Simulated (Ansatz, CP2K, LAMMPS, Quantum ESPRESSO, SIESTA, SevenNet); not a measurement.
# Structure and levels of amorphous 25HfO2-75SiO2 (mol %) (84 atoms) across programs

Aim: relax amorphous 25HfO2-75SiO2 (mol %) (84 atoms), then compare forces, pressure and levels from several programs at that geometry.

These are calculated values.

## 1. The structure

The cell holds 84 atoms (7 Hf, 21 Si and 56 O), with edges of 10.74, 10.74 and 10.74 Å. Recipe: 84 atoms (7 Zr, 21 Si, 56 O) placed at random at 2.84 g/cm³, melted at 5000 K for 10 ps at fixed volume with the Morse and Coulomb pair potential with partial charges (Pedone, Malavasi, Menziani, Cormack and Segre, J. Phys. Chem. B 110, 11780 (2006)). Quenched from 5000 K to 300 K at 50 K/ps and fixed volume, held 5 ps, then minimised at fixed cell. Then Zr was replaced by Hf (the potential has no terms for the new elements, so the cell is a start for a DFT relaxation). Then the atoms were relaxed with SevenNet 0 in the fixed cell. Then the atoms were relaxed with CP2K double zeta, PBE.

## 2. The relaxation

CP2K double zeta (DZVP-MOLOPT-SR, GTH-PBE potentials, 480 Ry; k-points Γ) took 24 geometry steps and reached its thresholds. It started from the geometry that SevenNet 0 had relaxed.

Elapsed: 12 min, on 4 MPI ranks of Intel Xeon Platinum 8488C (Sapphire Rapids), shared host; peak memory 2.7 GiB.

```csv
,before,after
energy (meV/atom),0,-3.4
Si-O bonds under 2.16 Å,84 at 1.661 Å,84 at 1.666 Å
Hf-O bonds under 2.82 Å,38 at 2.103 Å,38 at 2.094 Å
```

Atoms moved by 0.03 Å r.m.s. and 0.06 Å at most, with the common shift taken off.

## 3. Structure of the relaxed cell

Density 3.66 g/cm³, 14.76 Å³ an atom.

g(r), total and by pair (bins of 0.2 Å):

```csv
r (Å),total,O-O,O-Si,O-Hf,Si-Si,Si-Hf,Hf-Hf
1.50,0.06,0.00,0.17,0.00,0.00,0.00,0.00
1.70,4.01,0.00,12.02,0.00,0.00,0.00,0.00
1.90,0.60,0.00,0.49,3.94,0.00,0.00,0.00
2.10,0.62,0.00,0.10,5.23,0.00,0.00,0.00
2.30,0.19,0.00,0.00,1.70,0.00,0.00,0.00
2.50,0.47,1.06,0.00,0.00,0.00,0.00,0.00
2.70,1.98,4.36,0.06,0.18,0.00,0.00,0.00
2.90,0.95,1.75,0.19,0.45,0.80,0.00,0.00
3.10,0.84,1.08,0.39,0.00,3.52,0.00,2.00
3.30,0.78,0.67,0.58,0.34,2.94,1.53,0.00
3.50,0.83,0.46,0.86,0.50,0.19,5.70,4.96
3.70,0.92,0.55,1.53,0.73,0.33,1.00,2.87
3.90,1.01,0.74,1.39,1.07,0.75,0.90,2.69
4.10,1.16,0.73,2.06,0.88,0.66,0.20,0.00
4.30,1.26,0.82,1.73,1.77,1.21,1.09,0.00
4.50,0.93,0.82,0.87,1.75,0.65,0.84,0.00
4.70,1.09,1.22,0.69,2.10,1.11,0.46,0.00
4.90,1.05,1.28,0.67,1.42,1.04,0.84,0.00
5.10,1.06,1.35,0.71,1.01,1.11,0.90,0.77
5.30,1.08,1.28,0.85,0.76,1.11,1.43,1.45
```

Bonds by pair of elements; cutoffs follow the first minimum of g(r), held within bounds set by covalent radii, and pairs that aren't listed don't count as bonded:

```csv
pair A-B,cutoff (Å),bonds,mean length (Å),spread (Å),shortest (Å),B about A,A about B
O-Si,2.16,84,1.67,0.071,1.58,1.5,4
O-Hf,2.82,38,2.09,0.144,1.90,0.679,5.43
```

How many atoms have how many bonded neighbours:

```csv
element,mean,2,3,4,5,6
Hf,5.43,0,0,0,4,3
O,2.18,46,10,0,0,0
Si,4,0,0,21,0,0
```

Bond angles (no mean is given where the spread exceeds 20°):

```csv
angle,count,mean (°),spread (°)
O-Si-O,126,109,7.2
O-Hf-O,85,-,-
Si-O-Si,33,142,18
Hf-O-Si,31,142,16.8
Hf-O-Hf,12,-,-
```

Oxygen atoms by the number of network formers (Si, P, Ge, B, Al, As, Ga) bound to them:

```csv
network formers bound to O,O atoms,per cent
0,3,5.4
1,24,42.9
2,27,48.2
3,2,3.6
```

Network units: each former by its oxygen neighbours and how many of them bridge to another former:

```csv
former,O neighbours,bridging O,atoms
Si,4,2,8
Si,4,3,8
Si,4,4,5
```

Bond length by coordination (bonds to H left out):

```csv
element,coordination,atoms,mean bond length (Å)
Hf,5,4,2.07
Hf,6,3,2.12
O,2,46,1.73
O,3,10,2.02
```

Rings of the network by King's shortest-path rule, up to 12 atoms, one path for each pair of neighbours; H, halogens, alkali and alkaline-earth atoms are left out, and the last column divides by all other atoms, bonded or not:

```csv
ring size (atoms),rings,per network atom
4,5,0.06
6,7,0.083
8,17,0.202
10,33,0.393
12,30,0.357
```

For some of the pairs, g(r) has its first main peak near 2.7 Å (O-O), 1.6 Å (O-Si), 2.0 Å (O-Hf), 3.2 Å (Si-Si) and 3.5 Å (Si-Hf). With the cutoffs above, 57 % of Hf atoms have 5, 82 % of O atoms have 2 and all Si atoms have 4 bonded neighbours. The O-Si-O angle averages 109° with a spread of 7°. Counting bonds to Si alone, not to Hf, 48 % of the oxygens join two of these atoms and 43 % one; 4 % join three; 5 % join none. Rings of 10 atoms are the most common (36 % of those counted); sizes run from 4 to 12, where the search stops.

## 4. The plane-wave reference

Quantum ESPRESSO 7.5: Kohn-Sham DFT, PBE, SSSP efficiency 1.3.0 pseudopotentials, plane waves. Its input for the relaxed cell:

```
&control
  calculation = 'scf'
  pseudo_dir = './pseudo'
  outdir = './tmp'
  disk_io = 'none'
  tprnfor = .true.
  tstress = .true.
/
&system
  ibrav = 0
  nat = 84
  ntyp = 3
  ecutwfc = 60
  ecutrho = 480
  nosym = .true.
  occupations = 'smearing'
  smearing = 'fd'
  degauss = 0.003675
/
&electrons
  conv_thr = 4.2e-07
  electron_maxstep = 100
  mixing_beta = 0.4
  mixing_mode = 'plain'
  diagonalization = 'david'
/
ATOMIC_SPECIES
Hf 178.490 Hf.upf
Si 28.085 Si.upf
O 15.999 O.upf
CELL_PARAMETERS angstrom
10.74390 0.00000 0.00000
0.00000 10.74390 0.00000
0.00000 0.00000 10.74390
ATOMIC_POSITIONS crystal
Hf 0.66519 0.32606 0.17841
Hf 0.58312 0.83193 0.48072
Hf 0.90894 0.06724 0.12265
[... 79 atom lines left out ...]
O 0.57711 0.22883 0.30575
O 0.04130 0.81949 0.45835
K_POINTS gamma
```

It took 2.6 min on 4 MPI ranks of Intel Xeon Platinum 8488C (Sapphire Rapids), shared host; peak memory 4.3 GiB; 10 min of CPU time.

## 5. Side by side

CPU times are from a shared host and are rough.

| level | basis or training data | k-points | own r.m.s. force (meV/Å) | difference from the reference (meV/Å) | pressure (GPa) | Kohn-Sham gap (eV) | CPU time | memory (GiB) |
| --- | --- | --- | --- | --- | --- | --- | --- | --- |
| QE, PBE | plane waves, SSSP efficiency, 60/480 Ry | Γ | 141 | - | -4.61 | 3.64 | 10 min | 4.3 |
| CP2K triple zeta, PBE | TZV2P-UZH, GTH-PBE potentials, 600 Ry | Γ | 142 | 89 | -6.33 | 3.64 | 13 min | 5.8 |
| SIESTA DZP, PBE | DZP orbitals, shift 0.01 Ry, mesh 400 Ry | Γ | 170 | 181 | -2.49 | 3.61 | 6.5 min | 2.3 |
| SevenNet 0 | trained on PBE(+U) plane-wave data | - | 164 | 71 | -4.77 | - | 8.1 s | 0.9 |

The gap is the spacing of the highest filled and lowest empty Kohn-Sham level on the mesh; a dash marks partly filled levels, a spacing under 0.15 eV or a method without such levels.

## 6. Findings

Relaxation in the fixed cell lowers the energy by 3 meV/atom at its own level and moves atoms by up to 0.06 Å. The reference finds an r.m.s. force of 141 meV/Å there and a pressure of -4.61 GPa, at a geometry that CP2K double zeta made. Forces differ from the reference's by 71 meV/Å (SevenNet 0), 89 meV/Å (CP2K triple zeta, PBE) and 181 meV/Å (SIESTA DZP, PBE).

CP2K double zeta is at its own minimum here, so the reference's force is itself a measure of how the two differ. Pressures lie -0.2 GPa (SevenNet 0), -1.7 GPa (CP2K triple zeta, PBE) and +2.1 GPa (SIESTA DZP, PBE) from the reference's. The highest filled and lowest empty levels lie 3.64 eV apart in the reference, against 3.64 eV in CP2K triple zeta, PBE and 3.61 eV in SIESTA DZP, PBE. With the cutoffs above, 57 % of Hf atoms have 5, 82 % of O atoms have 2 and all Si atoms have 4 bonded neighbours. Rings of 10 atoms are the most common (36 % of those counted); sizes run from 4 to 12, where the search stops.

**Limits.** The density was set by the recipe and held. One sample of a disordered cell; defect or tail levels can set the gap. Gaps are read on the mesh, which holds the band edges only if they fold onto it, and semilocal functionals tend to put them under measured ones. The quench rate of 50 K/ps is many orders above laboratory rates, so the cell is likely richer in defects and strain than a real sample. The reference samples only Γ, in a cell whose shortest periodic width is 11 Å. Spin–orbit coupling is left out, which matters for the levels of the heavy elements. The plane-wave runs aren't exact: their cutoffs and mesh weren't converged further here. SIESTA's automatically made basis is far from complete, and its potentials were converted by us (checked for H, C, O, Si, Ge and Ca alone). Where levels are smeared, the DFT runs use Fermi–Dirac occupations at 580 K (0.05 eV), and energies are free energies.

[Logs are printed without paths, hosts, clocks, repeated set-up lines and the standing remarks that a program may print on its own settings, such as how far it seeks lower states.]

[Hosts, paths, dates, database ids (printed as entryN), source tags and the programs' standing remarks are cut or masked in the printed files.]
